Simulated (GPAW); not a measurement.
# CO/Mo(110) in an electric field

Wanted: the out-of-plane polarisability of CO/Mo(110).

Main program and level: GPAW 26.7.0; GPAW, PAW setups; slab in vacuum, relaxation, in the first sound run; inputs show where later runs differ.

## (1) The structure

The cell holds 6 atoms: 4 Mo, 1 C and 1 O. Its edges and angles: a = 2.728 Å, b = 2.728 Å, c = 23.518 Å, α = 90.0°, β = 90.0°, γ = 70.5°. Vacuum lies along c.

Structure file:

```
Mo C O
1.0
     2.22739   -1.57500    0.00000
     2.22739    1.57500    0.00000
     0.00000    0.00000   23.51828
Mo C O
4 1 1
Cartesian
  0.0000 0.0000 7.0000
  2.2274 0.0000 9.2274
  0.0000 0.0000 11.4548
  2.2274 0.0000 13.6822
  0.0000 0.0000 15.3583
  0.0000 0.0000 16.5183
```

## (2) Relaxation

The atoms are relaxed first, since the surface dipole, and with it the work function, follows the positions of the outer layers. The lowest 2 atoms are held at bulk positions and keep their forces.

File run.py:

```python
import json
import numpy as np
from ase import Atoms
from ase.constraints import FixAtoms
from ase.optimize import BFGS
from gpaw import GPAW, PW

slab = Atoms(
    ['Mo', 'Mo', 'Mo', 'Mo', 'C', 'O'],
    positions=[
        [0.00000, 0.00000, 7.00000],
        [2.22739, -0.00000, 9.22739],
        [0.00000, 0.00000, 11.45477],
        [2.22739, -0.00000, 13.68216],
        [0.00000, 0.00000, 15.35828],
        [0.00000, 0.00000, 16.51828]],
    cell=[[2.22739, -1.575, 0.0], [2.22739, 1.575, 0.0], [0.0, 0.0, 23.51828]],
    pbc=[True, True, False])

slab.calc = GPAW(mode=PW(500), xc='PBE', kpts={'size': (12, 12, 1), 'gamma': True},
                 occupations={'name': 'fermi-dirac', 'width': 0.1}, nbands='160%',
                 convergence={'density': 1e-05}, maxiter=200,
                 poissonsolver={'dipolelayer': 'xy'},
                 symmetry={'tolerance': 1e-3, 'extra_ids': [1, 1, 0, 0, 0, 0]}, txt='slab.txt')
result = {}
slab.set_constraint(FixAtoms([0, 1]))
path = []
opt = BFGS(slab, maxstep=0.2)
opt.attach(lambda: path.append((slab.get_potential_energy(), slab.positions.tolist(), slab.get_forces().tolist())))
result['relaxed'] = bool(opt.run(fmax=0.03, steps=40))
result['path'] = path
energy = slab.get_potential_energy()
fermi = slab.calc.get_fermi_level()
v = slab.calc.get_electrostatic_potential().mean((0, 1)) - fermi
n = slab.calc.get_pseudo_density().mean((0, 1))
L = slab.cell[2, 2]
z = np.arange(len(v)) * L / len(v)
low, high = slab.positions[:, 2].min(), slab.positions[:, 2].max()
below, above = np.interp([low - 4.8, high + 4.8], z, v)
slopes = [np.interp(x, z, np.gradient(v, z)) for x in (low - 4.8, high + 4.8)]
eps = np.array([[slab.calc.get_eigenvalues(k, s) for k in range(len(slab.calc.get_ibz_k_points()))]
                for s in range(slab.calc.get_number_of_spins())]) - fermi
top, bottom = eps[eps < 0].max(), eps[eps > 0].min()
dipole = slab.get_dipole_moment()[2]
print(f'energy {energy:.4f} eV, Fermi level {fermi:.4f} eV, dipole {dipole:.5f} e A')
print(f'potential 4.8 A off the faces, from the Fermi level: lower {below:.4f} eV, upper {above:.4f} eV')
print(f'slope of the potential there: lower {slopes[0]:.5f}, upper {slopes[1]:.5f} eV/A')
print(f'nearest levels on the mesh: {top:.4f} and {bottom:.4f} eV')
print('magnetic moment', round(slab.get_magnetic_moment(), 3))
result.update(energy=energy, fermi=fermi, dipole=dipole, below=below, above=above, slopes=slopes, edges=[top, bottom],
              z=z.tolist(), v=v.tolist(), n=n.tolist(), positions=slab.positions.tolist(),
              forces=slab.get_forces(apply_constraint=False).tolist(), moments=slab.get_magnetic_moments().tolist())
json.dump(result, open('result.json', 'w'))
```

Run with:

```
OMP_NUM_THREADS=1 OPENBLAS_NUM_THREADS=1 python run.py
```

The log of the run:

```text
Step          Energy          fmax
BFGS:    0      -58.316810        1.947758
BFGS:    1      -58.305149        2.692464
BFGS:    2      -58.345231        0.619348
BFGS:    3      -58.353672        0.386618
BFGS:    4      -58.361200        0.394085
BFGS:    5      -58.362936        0.166204
BFGS:    6      -58.363663        0.113088
BFGS:    7      -58.364197        0.107347
BFGS:    8      -58.364349        0.063763
BFGS:    9      -58.364383        0.021017
energy -58.3024 eV, Fermi level 2.5995 eV, dipole -0.10087 e A
potential 4.8 A off the faces, from the Fermi level: lower 4.6208 eV, upper 7.2266 eV
slope of the potential there: lower -0.00110, upper 0.00084 eV/A
nearest levels on the mesh: -0.0498 and 0.0067 eV
magnetic moment 0.0
```

It took 28 min on 1 thread of Intel Xeon Platinum 8488C (Sapphire Rapids), shared host; peak memory 0.38 GiB.

This run has no spin polarisation, although Mo can carry a moment.

The steps of the relaxation:

```
step  energy less that of the first step (eV)  largest force (eV/Å)
   1                                   0.0000                1.9478
   2                                   0.0116                2.6925
   3                                  -0.0285                0.6193
   4                                  -0.0370                0.3866
   5                                  -0.0445                0.3941
   6                                  -0.0462                0.1662
   7                                  -0.0470                0.1131
   8                                  -0.0476                0.1073
   9                                  -0.0479                0.0638
  10                                  -0.0479                0.0210
```

The atoms that moved most (Å):

| atom | dx | dy | dz | length |
| --- | --- | --- | --- | --- |
| Mo4 | 0.000 | 0.000 | 0.053 | 0.053 |
| C5 | 0.000 | 0.000 | -0.043 | 0.043 |
| Mo3 | 0.000 | 0.000 | 0.028 | 0.028 |
| O6 | 0.000 | 0.000 | -0.025 | 0.025 |

The relaxed structure:

```xyz
6
Lattice="2.2274 -1.5750 0.0000 2.2274 1.5750 0.0000 0.0000 0.0000 23.5183" Properties=species:S:1:pos:R:3
Mo    0.0000    0.0000    7.0000
Mo    2.2274    0.0000    9.2274
Mo    0.0000    0.0000   11.4833
Mo    2.2274    0.0000   13.7347
C     0.0000    0.0000   15.3154
O     0.0000    0.0000   16.4934
```

This step gave:

| Property | Result |
| --- | --- |
| dipole along the normal | -0.1009 e·Å |
| levels nearest the Fermi level on the mesh | -0.04983, 0.006712 eV from the Fermi level |
| upper work function | 7.227 eV |
| lower work function | 4.621 eV |

The electrostatic potential energy of an electron (without an applied field's), less the Fermi level, planar mean oscillates, so the rows of the table below give means over windows of 2.21 Å about each position, cut where the curve ends. Its maxima inside the range that stand out by 2 % of the span (Å: eV): 8.1: -2.09, 10.3: -1.92, 12.6: -1.89, 14.8: -4.33, 16.0: -0.933, 23.0: 7.23. Its minima: 7.0: -28.0, 9.2: -28.6, 11.5: -28.6, 13.7: -28.7, 15.3: -12.6, 16.5: -9.33.

Table of electrostatic potential energy of an electron (without an applied field's), less the Fermi level, planar mean by z; means over each step:

| z (Å) | electrostatic potential energy of an electron (without an applied field's), less the Fermi level, planar mean (eV) |
| --- | --- |
| 1.10 | 4.73 |
| 3.31 | 4.60 |
| 5.53 | -0.187 |
| 7.73 | -13.3 |
| 9.95 | -13.3 |
| 12.16 | -13.3 |
| 14.37 | -14.9 |
| 16.57 | -0.981 |
| 18.79 | 7.20 |
| 21.00 | 7.23 |
| 23.21 | 7.12 |

The pseudo valence density, planar mean oscillates, so the rows of the table below give means over windows of 2.26 Å about each position, cut where the curve ends. Its maxima inside the range that stand out by 2 % of the span (Å: e/Å³): 7.0: 1.99, 9.2: 1.99, 11.5: 1.99, 13.7: 1.99, 15.1: 0.495, 16.6: 0.945. Its minima: 8.1: 0.321, 10.3: 0.308, 12.6: 0.312, 14.7: 0.450, 15.4: 0.439.

The pseudo valence density, planar mean by z; means over each step:

| z (Å) | pseudo valence density, planar mean (e/Å³) |
| --- | --- |
| 1.13 | 4.8e-6 |
| 3.39 | 0.00106 |
| 5.65 | 0.265 |
| 7.91 | 0.907 |
| 10.17 | 0.886 |
| 12.43 | 0.890 |
| 14.69 | 0.804 |
| 16.95 | 0.408 |
| 19.21 | 4.5e-4 |
| 21.47 | 0 |

The relaxation lowered the energy of the cell by 0.0479 eV (energies extrapolated to zero smearing; the optimiser's log prints free energies). The largest force left on a free atom is 0.021 eV/Å.

## (3) Plane waves, PBE

With the geometry fixed, the planar mean of the potential gives the vacuum level on each side.

This step: GPAW, PAW setups; slab in vacuum (GPAW 26.7.0).

Changes to run.py since step 2:

```diff
@@ -3,4 +3,2 @@
 from ase import Atoms
-from ase.constraints import FixAtoms
-from ase.optimize import BFGS
 from gpaw import GPAW, PW
@@ -12,6 +10,6 @@
         [2.22739, -0.00000, 9.22739],
-        [0.00000, 0.00000, 11.45477],
-        [2.22739, -0.00000, 13.68216],
-        [0.00000, 0.00000, 15.35828],
-        [0.00000, 0.00000, 16.51828]],
+        [0.00000, 0.00000, 11.48326],
+        [2.22739, -0.00000, 13.73471],
+        [-0.00000, -0.00000, 15.31536],
+        [-0.00000, -0.00000, 16.49343]],
     cell=[[2.22739, -1.575, 0.0], [2.22739, 1.575, 0.0], [0.0, 0.0, 23.51828]],
@@ -23,10 +21,4 @@
                  poissonsolver={'dipolelayer': 'xy'},
-                 symmetry={'tolerance': 1e-3, 'extra_ids': [1, 1, 0, 0, 0, 0]}, txt='slab.txt')
+                 symmetry={'tolerance': 1e-3}, txt='slab.txt')
 result = {}
-slab.set_constraint(FixAtoms([0, 1]))
-path = []
-opt = BFGS(slab, maxstep=0.2)
-opt.attach(lambda: path.append((slab.get_potential_energy(), slab.positions.tolist(), slab.get_forces().tolist())))
-result['relaxed'] = bool(opt.run(fmax=0.03, steps=40))
-result['path'] = path
 energy = slab.get_potential_energy()
```

The log of the run:

```text
energy -58.3024 eV, Fermi level 2.5996 eV, dipole -0.10074 e A
potential 4.8 A off the faces, from the Fermi level: lower 4.6207 eV, upper 7.2265 eV
slope of the potential there: lower -0.00112, upper 0.00087 eV/A
nearest levels on the mesh: -0.0498 and 0.0067 eV
magnetic moment 0.0
```

It took 3.6 min on 1 thread; peak memory 0.38 GiB.

This step gave:

* dipole along the normal: -0.1007 e·Å
* levels nearest the Fermi level on the mesh: -0.04983, 0.006697 eV from the Fermi level
* upper work function: 7.226 eV

The electrostatic potential energy of an electron (without an applied field's), less the Fermi level, planar mean oscillates, so the rows of the table below give means over windows of 2.21 Å about each position, cut where the curve ends. Its maxima inside the range that stand out by 2 % of the span (Å: eV): 8.1: -2.09, 10.3: -1.92, 12.6: -1.89, 14.8: -4.33, 16.0: -0.933, 23.0: 7.23. Its minima: 7.0: -28.0, 9.2: -28.6, 11.5: -28.6, 13.7: -28.7, 15.3: -12.6, 16.5: -9.33.

Table of electrostatic potential energy of an electron (without an applied field's), less the Fermi level, planar mean by z; means over each step:

```csv
z (Å),"electrostatic potential energy of an electron (without an applied field's), less the Fermi level, planar mean (eV)"
1.10,4.73
3.31,4.60
5.53,-0.187
7.73,-13.3
9.95,-13.3
12.16,-13.3
14.37,-14.9
16.57,-0.981
18.79,7.20
21.00,7.23
23.21,7.12
```

The pseudo valence density, planar mean by z:

```
z (Å)  pseudo valence density, planar mean (e/Å³)
  3.0                                      1.5e-4
  3.5                                      5.1e-4
  4.0                                     0.00167
  4.5                                     0.00540
  5.0                                      0.0175
  5.5                                      0.0540
  6.0                                       0.183
  6.5                                       0.773
  7.0                                        1.95
  7.5                                       0.773
  8.0                                       0.338
  8.5                                       0.463
  9.0                                        1.55
  9.5                                        1.40
 10.0                                       0.422
 10.5                                       0.329
 11.0                                       0.828
 11.5                                        1.95
 12.0                                       0.746
 12.5                                       0.327
 13.0                                       0.454
 13.5                                        1.53
 14.0                                        1.43
 14.5                                       0.486
 15.0                                       0.490
 15.5                                       0.443
 16.0                                       0.563
 16.5                                       0.930
 17.0                                       0.367
 17.5                                      0.0453
 18.0                                     0.00591
 18.5                                      7.4e-4
 19.0                                      9.5e-5
```

Force by atom:

| atom | x (eV/Å) | y (eV/Å) | z (eV/Å) | size |
| --- | --- | --- | --- | --- |
| Mo1 | 0.000 | 0.000 | 0.564 | 0.564 |
| Mo2 | 0.000 | 0.000 | -0.439 | 0.439 |
| Mo3 | 0.000 | 0.000 | -0.019 | 0.019 |
| Mo4 | 0.000 | 0.000 | -0.009 | 0.009 |
| C5 | 0.000 | 0.000 | -0.012 | 0.012 |
| O6 | 0.000 | 0.000 | -0.021 | 0.021 |

The potential is flat to 0.001 eV/Å where it is read, so the vacuum is wide enough.

## (4) Field on

A uniform field along the normal polarises the slab; the atoms stay fixed, so this is the electronic response alone.

Changes to run.py since step 3:

```diff
@@ -4,2 +4,3 @@
 from gpaw import GPAW, PW
+from gpaw.external import ConstantElectricField
 
@@ -21,2 +22,3 @@
                  poissonsolver={'dipolelayer': 'xy'},
+                 external=ConstantElectricField(-0.2, [0, 0, 1]),
                  symmetry={'tolerance': 1e-3}, txt='slab.txt')
```

The log of the run:

```text
energy -58.3319 eV, Fermi level 2.6829 eV, dipole -0.19315 e A
potential 4.8 A off the faces, from the Fermi level: lower 3.2678 eV, upper 8.2471 eV
slope of the potential there: lower -0.00065, upper 0.00086 eV/A
nearest levels on the mesh: -0.0521 and 0.0040 eV
magnetic moment 0.0
```

It took 5.8 min on 1 thread; peak memory 0.6 GiB.

Numbers from this step:

```
dipole along the normal                                         : -0.1932 e·Å
levels nearest the Fermi level on the mesh                      : -0.05214, 0.003997 eV from the Fermi level
potential below the slab, the applied field's own ramp left out : 3.268 eV from the Fermi level
potential above the slab, the applied field's own ramp left out : 8.247 eV from the Fermi level
```

Table of electrostatic potential energy of an electron (without an applied field's), less the Fermi level, planar mean by z:

```
z (Å)  electrostatic potential energy of an electron (without an applied field's), less the Fermi level, planar mean (eV)
  0.0                                                                                                                5.76
  0.5                                                                                                                3.27
  1.0                                                                                                                3.27
  1.5                                                                                                                3.27
  2.0                                                                                                                3.27
  2.5                                                                                                                3.27
  3.0                                                                                                                3.26
  3.5                                                                                                                3.26
  4.0                                                                                                                3.23
  4.5                                                                                                                3.12
  5.0                                                                                                                2.75
  5.5                                                                                                                1.54
  6.0                                                                                                               -2.33
  6.5                                                                                                               -14.6
  7.0                                                                                                               -28.9
  7.5                                                                                                               -14.5
  8.0                                                                                                               -3.20
  8.5                                                                                                               -7.39
  9.0                                                                                                               -24.9
  9.5                                                                                                               -23.3
 10.0                                                                                                               -6.00
 10.5                                                                                                               -2.82
 11.0                                                                                                               -14.6
 11.5                                                                                                               -28.4
 12.0                                                                                                               -13.2
 12.5                                                                                                               -2.11
 13.0                                                                                                               -6.17
 13.5                                                                                                               -23.8
 14.0                                                                                                               -22.9
 14.5                                                                                                               -6.12
 15.0                                                                                                               -6.49
 15.5                                                                                                               -8.57
 16.0                                                                                                              -0.163
 16.5                                                                                                               -8.12
 17.0                                                                                                                4.38
 17.5                                                                                                                7.77
 18.0                                                                                                                8.18
 18.5                                                                                                                8.24
 19.0                                                                                                                8.24
 19.5                                                                                                                8.24
 20.0                                                                                                                8.25
 20.5                                                                                                                8.25
 21.0                                                                                                                8.25
 21.5                                                                                                                8.25
 22.0                                                                                                                8.25
 22.5                                                                                                                8.25
 23.0                                                                                                                8.25
```

Force by atom:

| atom | x (eV/Å) | y (eV/Å) | z (eV/Å) | size |
| --- | --- | --- | --- | --- |
| Mo1 | 0.000 | 0.000 | 0.573 | 0.573 |
| Mo2 | 0.000 | 0.000 | -0.449 | 0.449 |
| Mo3 | 0.000 | 0.000 | -0.020 | 0.020 |
| Mo4 | 0.000 | 0.000 | 0.000 | 0.000 |
| C5 | 0.000 | 0.000 | -0.082 | 0.082 |
| O6 | 0.000 | 0.000 | 0.045 | 0.045 |

The dipole is now -0.193 e Å, against -0.10 in the run without a field.

[end of part 1 of 2]

[Logs are printed without paths, hosts, clocks, repeated set-up lines and the standing remarks that a program may print on its own settings, such as how far it seeks lower states.]

[Hosts, paths, dates, database ids (printed as entryN), source tags and the programs' standing remarks are cut or masked in the printed files.]
